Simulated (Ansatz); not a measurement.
Two G0W0 runs on Sr2CaTi3O9 (perovskite [001] superlattice) (P4mm).

The structure was built from a prototype and need not be the compound's stable phase.

```xyz
15
Lattice="3.8333 0.0000 0.0000 0.0000 3.8333 0.0000 0.0000 0.0000 11.5725" Properties=species:S:1:pos:R:3 pbc="T T T"
Sr    0.0000    0.0000    1.0284
O     1.9166    1.9166    0.9321
Ti    1.9166    1.9166    2.9645
O     1.9166    0.0000    2.8595
O     0.0000    1.9166    2.8595
Sr    0.0000    0.0000    4.9185
O     1.9166    1.9166    4.8185
Ti    1.9166    1.9166    6.8474
O     1.9166    0.0000    6.7574
O     0.0000    1.9166    6.7574
Ca    0.0000    0.0000    8.8033
O     1.9166    1.9166    8.6790
Ti    1.9166    1.9166   10.6417
O     1.9166    0.0000   10.5210
O     0.0000    1.9166   10.5210
```

The structure was relaxed with LDA. The runs that relaxed it are not among those shown.

The first (Ansatz 0.2.0; start LDA, 4×4×2 mesh, 329 empty bands, screening to 90 eV, PAW set soft_1 files; 4 threads of Arm Neoverse V1, shared host) gave, on its mesh: starting gap 1.81 eV, G0W0 gap 3.60 eV, RPA ε∞ (mean) 6.20, 4.5 min.

Question: The second changes empty bands from 329 to 83 and screening cutoff (eV) from 90.0 to 36. What does it give?

It gave: starting gap 1.81 eV, G0W0 gap 4.15 eV, RPA ε∞ (mean) 6.27, 67 s. The G0W0 gap moves by +0.55 eV, +0.00 eV from the start and +0.55 eV from the correction. Σc changes by +0.14 eV at the valence top and +0.69 eV at the conduction bottom, and Σx − Vxc between them by +0.00 eV.

Limits: not at the basis limit; no spin-orbit coupling; coarse k mesh.

[Paths, hosts, dates, memory and timing lines, banners, echoed tables and standing remarks are left out of the program output.]

[Logs are printed without paths, hosts, clocks, repeated set-up lines and the standing remarks that a program may print on its own settings, such as how far it seeks lower states.]

[Runs of the session that timed out or met a known fault of the program may be left out.]

[Cells called generated may have been cut or substituted from an entry of the Crystallography Open Database or the Materials Project.]

[Hosts, paths, dates, database ids (printed as entryN), source tags and the programs' standing remarks are cut or masked in the printed files.]
